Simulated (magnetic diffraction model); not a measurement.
# TmAs12Ir4: what an assumed order does to the neutron pattern

Space group Im-3 (no. 204), a = 8.2060 Å.

| site | atom | x | y | z |
| --- | --- | --- | --- | --- |
| 8c | Ir | 1/4 | 1/4 | 3/4 |
| 2a | Tm | 0 | 0 | 0 |
| 24g | As | 1/2 | 0.8478 | 0.3496 |

This is a made-up structure (elements placed in a structure type, unrelaxed), so the numbers test the method and describe no known phase.

Only Tm is taken to order (form factors of Tm3+); orders and moment sizes are assumed, and not adapted to the symmetry. Radiation: neutrons of λ = 4.2 Å (absorption by Ir left out), 5° to 100°; isotropic B of 0.46 Å² (Ir), 0.48 Å² (Tm) and 0.78 Å² (As). The intensities are simulated: I ∝ L Σ (|F_N|² + |F_M⊥|²) for unpolarised neutrons, with F_M = 2.695 fm/μB × Σ f(s) S exp(2πi Q·r) exp(−B s²) at Q = H ± k (one set where k and −k are equivalent), only the part normal to Q counting and L = 1/(sin²θ cos θ). For collinear order S is the moment m, which repeats by lattice and centring translations R with the sign exp(−2πi k·R). Form factors are spin-only for 3d ions and dipole or tabulated for f ions, scattering lengths are Sears's of 1992, and absorption is left out. A label names one of the reflections at its angle. The strongest nuclear line in the range is 100, and lines under 0.2 are left out.

Assume the order k = (0 0 1), collinear moments along [010], 3.57 μB on Tm.

Q: Where does magnetic intensity appear, and how strong is it?

```
2θ (°)    index  nuclear  magnetic
 29.66  (1 0 0)      0.0      14.1
 42.44  (1 1 0)      0.6       0.0
 52.62  (1 1 1)      0.0       6.4
 61.57  (2 0 0)     44.7       0.0
 69.81  (2 1 0)      0.0      11.8
 77.64  (2 1 1)      0.9       0.0
 92.74  (2 2 0)    100.0       0.0
```

The strongest magnetic line in the range is (1 0 0) at 29.66° (14.1). On top of the Lorentz factor, which all lines share, magnetic lines fade with angle because f falls: for Tm3+ it is 0.97, 0.87, 0.75 and 0.49 at sin θ/λ = 0.1, 0.2, 0.3 and 0.5 Å⁻¹, while nuclear lengths stay constant. The order has no net moment.

[Logs are printed without paths, hosts, clocks, repeated set-up lines and the standing remarks that a program may print on its own settings, such as how far it seeks lower states.]
